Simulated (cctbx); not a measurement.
# Dy3MnBi5 across an absorption edge

Space group P6_3/mcm (no. 193), a = 9.3110 Å, b = 9.3110 Å, c = 6.3260 Å, α = 90.00°, β = 90.00°, γ = 120.00°.

| atom | mult. | x | y | z | Ueq (Å²) |
| --- | --- | --- | --- | --- | --- |
| Bi1 | 4 | 1/3 | 2/3 | 1/2 | 0.0026 |
| Bi2 | 6 | 0 | 0.7426 | 3/4 | 0.0024 |
| Dy1 | 6 | 0 | 0.3869 | 3/4 | 0.0031 |
| Mn1 | 2 | 0 | 0 | 1/2 | 0.0037 |

The model was made for the exercise: a known structure type with other elements put in, its volume estimated, not relaxed; displacement parameters are assumed.

Calculated with cctbx: free-atom f′ and f″ from the Sasaki tables, no fine structure; amplitudes in electrons.

```
E (eV)  F 2 1 1  F 1 0 2  F 3 1 0  F 0 0 2
 12819    366.2    143.4     77.9    428.2
 13169    360.0    136.8     78.2    425.3
 13299    354.9    131.6     78.5    422.7
 13359    349.9    126.6     78.7    420.1
 13389    344.9    121.5     78.9    417.5
 13404    340.0    116.5     79.1    414.9
 13411    335.6    112.1     79.3    412.6
 13415    330.8    107.3     79.5    410.1
 13423    332.1    109.3     79.4    410.7
 13427    337.7    114.8     79.2    413.7
 13434    342.5    119.6     79.0    416.3
 13449    347.7    124.7     78.8    419.1
 13479    352.9    129.8     78.6    421.8
 13569    359.7    136.5     78.4    425.5
 13819    366.7    143.4     78.1    429.4
```

**Question.** Which edge is crossed, and why do the reflections move as they do?

The L3 edge of Bi. The edge is at 13419 eV. f′ of Bi falls from -12.2 e at 13299 eV to -18.6 e at 4 eV below it, and f″ steps from 3.96 to 10.11 e across it. Over that approach |F| changes by -7 % (2 1 1), -18 % (1 0 2), +1 % (3 1 0) and -3 % (0 0 2): a reflection falls where Bi scatters in phase with the total and rises where it scatters against it; it hardly moves where the Bi term is small or cancels by symmetry. Above the edge the larger f″ enters the imaginary part, where it can add to or cancel the other atoms' f″. The structure is centrosymmetric, so Friedel mates stay equal.

[Logs are printed without paths, hosts, clocks, repeated set-up lines and the standing remarks that a program may print on its own settings, such as how far it seeks lower states.]
